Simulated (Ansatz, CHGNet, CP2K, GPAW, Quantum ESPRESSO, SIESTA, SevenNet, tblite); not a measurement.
# Running random packing of C71N29 (at. %) (109 atoms) with CP2K

How do the settings of CP2K change the result for random packing of C71N29 (at. %) (109 atoms)? A plane-wave run serves as the yardstick.

Program: CP2K 2026.2. Level of theory: the method is named at each step. Results are calculated unless marked as measured.

## Step 1: The starting structure

The cell holds 109 atoms: 77 C and 32 N. Its edges and angles: a = 9.809 Å, b = 9.809 Å, c = 9.809 Å, α = 90.0°, β = 90.0°, γ = 90.0°. 109 atoms (77 C, 32 N) packed at random in a cube at 2.42 g/cm³ and pushed apart as soft spheres; a start for melting by ab initio MD, not an equilibrated structure. Then every atom was moved at random, 0.03 Å r.m.s. a Cartesian component.

The yardstick, on the same geometry:

* method: Kohn-Sham DFT, PBE, PAW, plane waves (Ansatz 0.2.0); cutoff 420 eV, Γ point, fermi-dirac smearing of 0.05 eV; PAW set soft_2
* r.m.s. force component: 1.943 eV/Å
* longest force: 8.61 eV/Å
* pressure: -23.6 GPa
* SCF cycles: 9
* time: 5.8 s on 8 threads of Arm Neoverse V2, shared host
* CPU time: 41 s

## Step 2: PBE, DZVP-UZH, 600/50 Ry, diagonalisation

Method: Kohn-Sham DFT, PBE, GTH-PBE pseudopotentials, Gaussian and plane waves, DZVP-MOLOPT (UZH set), diagonalisation.

Input file input.inp:

```
&GLOBAL
  PROJECT cell
  RUN_TYPE ENERGY_FORCE
  PRINT_LEVEL LOW
&END GLOBAL
&FORCE_EVAL
  METHOD QS
  STRESS_TENSOR ANALYTICAL
  &DFT
    BASIS_SET_FILE_NAME BASIS_MOLOPT_UZH
    POTENTIAL_FILE_NAME POTENTIAL_UZH
    &MGRID
      CUTOFF 600
      REL_CUTOFF 50
      NGRIDS 5
    &END MGRID
    &QS
      EPS_DEFAULT 1.0E-12
    &END QS
    &SCF
      SCF_GUESS ATOMIC
      EPS_SCF 1.0E-06
      MAX_SCF 200
      ADDED_MOS 50
      &DIAGONALIZATION
        ALGORITHM STANDARD
      &END DIAGONALIZATION
      &SMEAR ON
        METHOD FERMI_DIRAC
        ELECTRONIC_TEMPERATURE [K] 580
      &END SMEAR
      &MIXING
        METHOD BROYDEN_MIXING
        ALPHA 0.15
        NBROYDEN 8
      &END MIXING
      &PRINT
        &RESTART OFF
        &END RESTART
      &END PRINT
    &END SCF
    &XC
      &XC_FUNCTIONAL PBE
      &END XC_FUNCTIONAL
    &END XC
    &PRINT
      &MULLIKEN ON
      &END MULLIKEN
      &HIRSHFELD ON
        SHAPE_FUNCTION DENSITY
      &END HIRSHFELD
      &MO ON
        EIGENVALUES T
        OCCUPATION_NUMBERS T
        MO_INDEX_RANGE 223 246
        &EACH
          QS_SCF 0
        &END EACH
        ADD_LAST NUMERIC
      &END MO
    &END PRINT
  &END DFT
  &SUBSYS
    &CELL
      A 9.80880 0.00000 0.00000
      B 0.00000 9.80880 0.00000
      C 0.00000 0.00000 9.80880
    &END CELL
    &TOPOLOGY
      COORD_FILE_NAME structure.xyz
      COORD_FILE_FORMAT XYZ
    &END TOPOLOGY
    &KIND C
      BASIS_SET DZVP-MOLOPT-PBE-GTH-q4
      POTENTIAL GTH-PBE-q4
    &END KIND
    &KIND N
      BASIS_SET DZVP-MOLOPT-PBE-GTH-q5
      POTENTIAL GTH-PBE-q5
    &END KIND
  &END SUBSYS
  &PRINT
    &FORCES ON
    &END FORCES
    &STRESS_TENSOR ON
    &END STRESS_TENSOR
  &END PRINT
&END FORCE_EVAL
```

Input file structure.xyz:

```xyz
109

C 4.67056 5.25487 7.32148
C 0.20167 8.98820 5.13756
C 3.55638 0.60481 7.40859
C 3.51861 2.66191 1.77353
C 3.30959 7.64871 1.97275
C 0.46906 6.19681 3.80140
C 5.53824 1.32350 1.82444
C 6.91579 7.48156 4.73029
C 8.73425 5.68704 8.22615
C 6.27910 2.00306 4.60994
C 1.69123 2.43052 1.80443
C 1.85700 3.36108 5.92461
C 7.45224 5.95002 2.07495
C 5.89048 7.07499 0.42874
C 2.39688 2.96010 4.04466
C 7.75268 0.60618 1.79275
C 0.72948 0.36165 3.75030
C 4.09007 7.24105 0.35312
C 1.98981 5.26428 4.45172
C 7.61545 2.58226 0.00579
C 1.17961 8.22762 2.25426
C 5.21367 3.04338 6.00436
C 9.41400 4.79287 5.47537
C 1.85406 0.61158 5.58425
C 1.62885 0.80432 8.72267
C 4.55295 9.00830 8.47598
C 6.36258 5.84340 3.70488
C 0.79294 4.97561 8.52659
C 8.28824 4.10626 2.63396
C 1.51379 4.99886 0.94655
C 0.66249 4.73912 2.78079
C 7.12070 5.59504 8.79741
C 7.69903 0.93066 4.99474
C 0.34488 7.25528 7.69785
C 6.05782 9.63057 2.84799
C 0.79902 2.76432 3.83151
C 2.84396 0.81276 0.29897
C 8.79182 1.82777 8.09422
C 7.25086 4.35668 4.85055
C 9.17084 9.57780 2.34205
C 4.56001 5.04682 2.78109
C 3.87399 4.96512 0.12241
C 6.42270 6.31020 5.74580
C 5.50489 4.17659 4.49606
C 4.44368 5.26193 5.73648
C 2.60021 8.45666 0.10780
C 9.12003 2.04249 4.58669
C 9.35357 2.78178 2.71978
C 7.40692 9.01183 3.56501
C 0.78166 1.89771 5.75325
C 1.57029 7.35219 4.96335
C 8.24096 6.37248 5.36757
C 0.26072 8.65793 8.90698
C 2.67172 4.82289 6.54983
C 0.20422 3.48261 7.10540
C 0.24836 3.02543 0.69976
[... 49 atom lines left out ...]
N 4.51931 3.16579 3.13440
N 5.04084 3.51420 7.74621
N 4.86232 0.99716 9.07275
N 9.36093 1.15548 1.08662
```

Launch:

```console
OMP_NUM_THREADS=1 mpirun -np 4 cp2k.psmp -i input.inp > output.txt
```

Numbers of over 12 decimals in the logs are rounded to 6 here.

The log of the run:

```text
CP2K| version string:                                       CP2K version 2026.2
 CP2K| Input file name                                                 input.inp
 GLOBAL| Basis set file name                                    BASIS_MOLOPT_UZH
 GLOBAL| Potential file name                                       POTENTIAL_UZH
 GLOBAL| Run type                                                   ENERGY_FORCE
 GLOBAL| Total number of message passing processes                             4
 GLOBAL| Number of threads for this process                                    1
 TOTAL NUMBERS AND MAXIMUM NUMBERS
  Total number of            - Atomic kinds:                                   2
                             - Atoms:                                        109
                             - Shell sets:                                   109
                             - Shells:                                       545
                             - Primitive Cartesian functions:                545
                             - Cartesian basis functions:                   1526
                             - Spherical basis functions:                   1417
  Maximum angular momentum of- Orbital basis functions:                        2
                             - Local part of the GTH pseudopotential:          2
                             - Non-local part of the GTH pseudopotential:      0
 SCF PARAMETERS         Density guess:                                    ATOMIC
                        max_scf:                                             200
                        eps_scf:                                        1.00E-06
                        added MOs                                        50    0
                        Mixing method:                            BROYDEN_MIXING
                                                charge density mixing in g-space
                        Smear method:                                FERMI_DIRAC
                        Electronic temperature [K]:                        580.0
                        Electronic temperature [a.u.]:                  1.84E-03
                        Accuracy threshold:                             1.00E-10
 Extrapolation method: initial_guess
 Number of electrons:                                                        468
 Number of occupied orbitals:                                                234
 Number of molecular orbitals:                                               284
 Number of orbital functions:                                               1417
 Number of independent orbital functions:                                   1417
 SCF WAVEFUNCTION OPTIMIZATION
  Step     Update method      Time    Convergence         Total energy    Change
     1 NoMix/Diag. 0.15E+00    3.7     0.59048242      -749.8002637803 -7.50E+02
     2 Broy./Diag. 0.15E+00    4.9     0.45755630      -735.0765960312  1.47E+01
     3 Broy./Diag. 0.15E+00    4.9     0.16978997      -742.9612327521 -7.88E+00
     4 Broy./Diag. 0.15E+00    4.9     0.13302682      -742.6880408367  2.73E-01
[...]
27 Broy./Diag. 0.15E+00    5.0     0.00000105      -742.0199645044  6.10E-06
    28 Broy./Diag. 0.15E+00    5.0     0.00000051      -742.0199608385  3.67E-06
  *** SCF run converged in    28 steps ***
  Electronic density on regular grids:       -467.9999999998        0.0000000002
  Core density on regular grids:              467.9999999997       -0.0000000003
  Total charge density on r-space grids:       -0.0000000002
  Total charge density g-space grids:          -0.0000000002
  Overlap energy of the core charge distribution:               7.49013e-09
  Self energy of the core charge distribution:              -1821.662560
  Core Hamiltonian energy:                                    506.654363
  Hartree energy:                                             772.145940
  Exchange-correlation energy:                               -199.139745
  Electronic entropic energy:                                  -0.017959
  Fermi energy:                                                 0.223191
  Total energy:                                              -742.019961
  Total energy (extrapolated to T->0):                       -742.010981
 MO| EIGENVALUES AND OCCUPATION NUMBERS
 MO|
 MO|  Index      Eigenvalue [a.u.]        Eigenvalue [eV]             Occupation
 MO|    223               0.202795               5.518324               1.999970
 MO|    224               0.205021               5.578910               1.999899
 MO|    225               0.205828               5.600854               1.999843
[...]
MO|    245               0.239002               6.503582               0.000365
 MO|    246               0.241524               6.572195               0.000093
 MO| Sum:                                                             468.000000
 MO| E(Fermi):            0.223191 a.u.          6.073339 eV
 !-----------------------------------------------------------------------------!
                     Mulliken Population Analysis
 #  Atom  Element  Kind  Atomic population                           Net charge
       1     C        1          3.878046                              0.121954
       2     C        1          3.960036                              0.039964
       3     C        1          3.838204                              0.161796
[...]
108     N        2          5.175229                             -0.175229
     109     N        2          5.235652                             -0.235652
 # Total charge                            468.000000                  0.000000
 !-----------------------------------------------------------------------------!
 !-----------------------------------------------------------------------------!
                           Hirshfeld Charges
  #Atom  Element  Kind  Ref Charge     Population                    Net charge
      1       C      1       4.000          3.963                         0.037
      2       C      1       4.000          3.976                         0.024
      3       C      1       4.000          3.956                         0.044
[...]
108       N      2       5.000          5.043                        -0.043
    109       N      2       5.000          5.084                        -0.084
  Total Charge                                                           -0.000
 !-----------------------------------------------------------------------------!
 ENERGY| Total FORCE_EVAL ( QS ) energy [hartree]           -742.019960
 FORCES| Atomic forces [hartree/bohr]
 FORCES|   Atom     x               y               z               |f|
 FORCES|      1 -1.03127032E-02 -3.60779267E-03 -3.76243870E-02   3.91785976E-02
 FORCES|      2  4.25180782E-02 -3.78164500E-02 -4.92654778E-02   7.52659163E-02
 FORCES|      3 -2.14533152E-02  1.00182596E-02 -1.59098091E-02   2.85259932E-02
[...]
FORCES|    108 -4.71647181E-02  2.31135247E-02 -1.10400065E-02   5.36714766E-02
 FORCES|    109 -2.95886019E-02 -5.30986892E-02 -8.48681570E-03   6.13757460E-02
 FORCES| Sum    -3.80945899E-04 -2.66811326E-04  2.41691958E-05
 FORCES| Total atomic force                                       4.65716879E-04
 STRESS| Analytical stress tensor [bar]
 STRESS|                        x                   y                   z
 STRESS|      x       -2.18324103796E+05   7.02022388107E+03  -3.08219256019E+04
 STRESS|      y        7.02022388107E+03  -2.41965864899E+05  -8.21272723419E+03
 STRESS|      z       -3.08219256019E+04  -8.21272723419E+03  -1.72011944483E+05
 STRESS| 1/3 Trace                                            -2.10767304393E+05
```

Wall time 2.6 min (4 MPI ranks of Arm Neoverse V2, shared host); peak memory 3.5 GiB.

Banners, paths, timers and routine set-up lines are dropped from the logs unmarked, and long logs keep their key lines alone; longer cuts are marked.

Compared with the plane-wave run:

```yaml
r_m_s_force_component: 1.944 eV/Å
r_m_s_difference_of_force_components: 94.36 meV/Å
longest_difference_of_force_vectors: 360.6 meV/Å
force_difference_over_r_m_s_force: 4.856 %
slope_of_forces_against_the_reference_s: 0.9994
correlation_of_force_components: 0.9988
pressure: -21.08 GPa
pressure_difference: 2.526 GPa
```

Length of the force difference by element (eV/Å):

```
element  atoms  mean  most
      C     77  0.15  0.36
      N     32  0.14  0.29
```

The surroundings of N107, picked at random, nearest first, numbered as they follow in the input and with coordinates relative to it.

```
atom      x      y      z  distance (Å)  Hirshfeld charge (e)     Fx     Fy  Fz (eV/Å)
N107   0.00   0.00   0.00          0.00                  0.01   0.53   2.23      -3.77
 N93   1.18   1.14  -0.08          1.65                 -0.02  -1.73   3.19      -3.99
 N84   1.18  -0.44   1.15          1.71                 -0.04   4.83  -3.93       3.44
 C22   0.17  -0.47  -1.74          1.81                  0.04  -1.18  -2.76       0.15
  C1  -0.37   1.74  -0.42          1.83                  0.04  -0.53  -0.19      -1.93
 C57   1.02  -2.00  -0.30          2.26                  0.06   1.51  -2.17      -0.34
N100  -0.42  -0.75   2.18          2.35                 -0.03  -1.06  -1.00       1.21
 N99   0.23   2.11   1.46          2.58                 -0.02   0.26  -0.67       5.82
 C62  -2.64  -0.14   0.66          2.73                  0.05  -1.63   1.32      -0.73
```

Forces lie 4.9 % from the reference's, at 15 times its CPU time (on 4 against 8 cores).

## Step 3: PBE, SZV-MOLOPT-SR, 600/50 Ry, diagonalisation

Method: Kohn-Sham DFT, PBE, GTH-PBE pseudopotentials, Gaussian and plane waves, SZV-MOLOPT-SR-GTH, diagonalisation.

Changes to input.inp since step 2:

```diff
@@ -9,4 +9,4 @@
   &DFT
-    BASIS_SET_FILE_NAME BASIS_MOLOPT_UZH
-    POTENTIAL_FILE_NAME POTENTIAL_UZH
+    BASIS_SET_FILE_NAME BASIS_MOLOPT
+    POTENTIAL_FILE_NAME GTH_POTENTIALS
     &MGRID
@@ -68,8 +68,31 @@
     &END CELL
-    &TOPOLOGY
-      COORD_FILE_NAME structure.xyz
-      COORD_FILE_FORMAT XYZ
-    &END TOPOLOGY
+    &COORD
+      C 4.67056 5.25487 7.32148
+      C 0.20167 8.98820 5.13756
+      C 3.55638 0.60481 7.40859
+      C 3.51861 2.66191 1.77353
+      C 3.30959 7.64871 1.97275
+      C 0.46906 6.19681 3.80140
+      C 5.53824 1.32350 1.82444
+      C 6.91579 7.48156 4.73029
+      C 8.73425 5.68704 8.22615
+      C 6.27910 2.00306 4.60994
+      C 1.69123 2.43052 1.80443
+      C 1.85700 3.36108 5.92461
+      C 7.45224 5.95002 2.07495
+      C 5.89048 7.07499 0.42874
+      C 2.39688 2.96010 4.04466
+      C 7.75268 0.60618 1.79275
+      C 0.72948 0.36165 3.75030
+      C 4.09007 7.24105 0.35312
+      C 1.98981 5.26428 4.45172
+      C 7.61545 2.58226 0.00579
+[... 85 atom lines left out ...]
+      N 4.51931 3.16579 3.13440
+      N 5.04084 3.51420 7.74621
+      N 4.86232 0.99716 9.07275
+      N 9.36093 1.15548 1.08662
+    &END COORD
     &KIND C
-      BASIS_SET DZVP-MOLOPT-PBE-GTH-q4
+      BASIS_SET SZV-MOLOPT-SR-GTH-q4
       POTENTIAL GTH-PBE-q4
@@ -77,3 +100,3 @@
     &KIND N
-      BASIS_SET DZVP-MOLOPT-PBE-GTH-q5
+      BASIS_SET SZV-MOLOPT-SR-GTH-q5
       POTENTIAL GTH-PBE-q5
```

Launch:

```console
OMP_NUM_THREADS=2 cp2k.psmp -i input.inp > output.txt
```

The log of the run:

```text
CP2K| version string:                                       CP2K version 2026.2
 CP2K| Input file name                                                 input.inp
 GLOBAL| Basis set file name                                        BASIS_MOLOPT
 GLOBAL| Potential file name                                      GTH_POTENTIALS
[... lines left out ...]
 Number of electrons:                                                        468
[... lines left out ...]
  Step     Update method      Time    Convergence         Total energy    Change
[... lines left out ...]
  *** SCF run converged in    29 steps ***
[... lines left out ...]
  Fermi energy:                                                 0.274651
  Total energy:                                              -736.553661
  Total energy (extrapolated to T->0):                       -736.545150
[... lines left out ...]
 MO| E(Fermi):            0.274651 a.u.          7.473636 eV
[... lines left out ...]
 ENERGY| Total FORCE_EVAL ( QS ) energy [hartree]           -736.553632
[... lines left out ...]
 FORCES|      1 -1.96693644E-02  7.41293213E-03 -4.88600069E-02   5.31896206E-02
 FORCES|      2  6.80482729E-02 -4.58343718E-02 -7.59450712E-02   1.11798976E-01
 FORCES|      3 -3.93555344E-02  1.23973955E-02 -2.18804496E-02   4.67044706E-02
[...]
FORCES|    108 -5.72110847E-02  3.68760457E-02 -2.40052091E-03   6.81081012E-02
 FORCES|    109 -1.78559705E-02 -5.64272345E-02 -3.16213309E-02   6.71027350E-02
 FORCES| Sum    -6.40197164E-04 -1.37961528E-04 -3.88458604E-05
 FORCES| Total atomic force                                       6.56044810E-04
 STRESS| Analytical stress tensor [bar]
 STRESS|                        x                   y                   z
 STRESS|      x       -1.56339252961E+05   1.32075202626E+04  -4.53614556302E+04
 STRESS|      y        1.32075202626E+04  -1.83108854578E+05  -9.86303562693E+03
 STRESS|      z       -4.53614556302E+04  -9.86303562693E+03  -1.00547605290E+05
 STRESS| 1/3 Trace                                            -1.46665237610E+05
```

Elapsed: 3 min, on 2 threads; peak memory 2.4 GiB; 5.6 min of CPU time.

Compared with the plane-wave run:

```yaml
r_m_s_force_component: 2.347 eV/Å
r_m_s_difference_of_force_components: 922 meV/Å
longest_difference_of_force_vectors: 3842 meV/Å
force_difference_over_r_m_s_force: 47.45 %
slope_of_forces_against_the_reference_s: 1.117
correlation_of_force_components: 0.9247
pressure: -14.67 GPa
pressure_difference: 8.936 GPa
```

This is a coarse setting, run to see what it loses.

Against the first run (4.9 %), the force difference from the reference is 47 %, at 0.55 times the CPU time (on 2 against 4 cores), with 436 basis functions against 1417; this set comes with other potentials too, so the change isn't the basis's alone.

## Step 4: The ladder

Differences are against the plane-wave reference, forces as r.m.s. over components; share is that over the reference's r.m.s. force, slope the least-squares factor from reference forces to these. Total energies of different programs have different zeros and aren't compared.

```
                                                         run  Δ force, r.m.s. (meV/Å)  share (%)  slope  Δ pressure (GPa)  cores  CPU time  memory (GiB)
                                                   reference                        -          -      -                 -      8      41 s           1.3
              CP2K PBE, DZVP-UZH, 600/50 Ry, diagonalisation                     94.4       4.86  0.999              2.53      4    10 min           3.5
CP2K PBE, SZV-MOLOPT-SR, 600/50 Ry, diagonalisation (coarse)                      922       47.5  1.117              8.94      2   5.6 min           2.4
```

Rows marked coarse were listed beforehand as settings not expected to be converged; some can still land near the reference.

CPU time is summed over cores on a shared host, where runs went side by side, so it is rough. Symmetry, cutoffs, thresholds, outputs and thread counts weren't matched or tuned between programs; memory under MPI is the largest rank's times the ranks.

Mean charges by element (e), by run and scheme:

```
                                           run     scheme      C      N
                                     reference     Löwdin  +0.06  -0.08
CP2K PBE, DZVP-UZH, 600/50 Ry, diagonalisation   Mulliken  +0.06  -0.15
CP2K PBE, DZVP-UZH, 600/50 Ry, diagonalisation  Hirshfeld  +0.02  -0.04
```

The reference's Löwdin charges lack the electrons that the projection spills, 0.022 e an atom on average.

Further runs of this program without a result: CP2K GFN1-xTB, diagonalisation (not converged).

## Step 5: Outcome

| Item | Value |
| --- | --- |
| nearest in forces | CP2K PBE, DZVP-UZH, 600/50 Ry, diagonalisation, 4.9 % |
| its CPU time | 10 min |

In words: The PBE run in local orbitals, coarse settings apart, differs by 4.9 % (CP2K PBE, DZVP-UZH, 600/50 Ry, diagonalisation); basis, grid and potentials can all enter. Runs with settings chosen to be coarse differ by 47 % (CP2K PBE, SZV-MOLOPT-SR, 600/50 Ry, diagonalisation), their programs' other errors included. None of the electronic-structure runs in the table takes under half the reference's CPU time of 41 s; they take 8.1 to 15 times as much. In pressure, CP2K PBE, SZV-MOLOPT-SR, 600/50 Ry, diagonalisation misses by +8.9 GPa, at the same functional. Charges hang on scheme and program or settings: among these rows the mean for N runs from -0.15 to -0.04 e. The reference's stress is far from hydrostatic: its diagonal is -24.3, -26.8, -19.7 GPa, compression counted positive. The reference's pressure of -24 GPa says that the cell would shrink at this level of theory. The electronic-structure runs sample only Γ, in a cell whose shortest periodic width is 10 Å, which is coarse for a cell with partly filled levels.

[Also dropped from logs without a mark: logging warnings of Python, and SIESTA's first energy breakdown and zero terms.]

[Logs are printed without paths, hosts, clocks, repeated set-up lines and the standing remarks that a program may print on its own settings, such as how far it seeks lower states.]

[Hosts, paths, dates, database ids (printed as entryN), source tags and the programs' standing remarks are cut or masked in the printed files.]
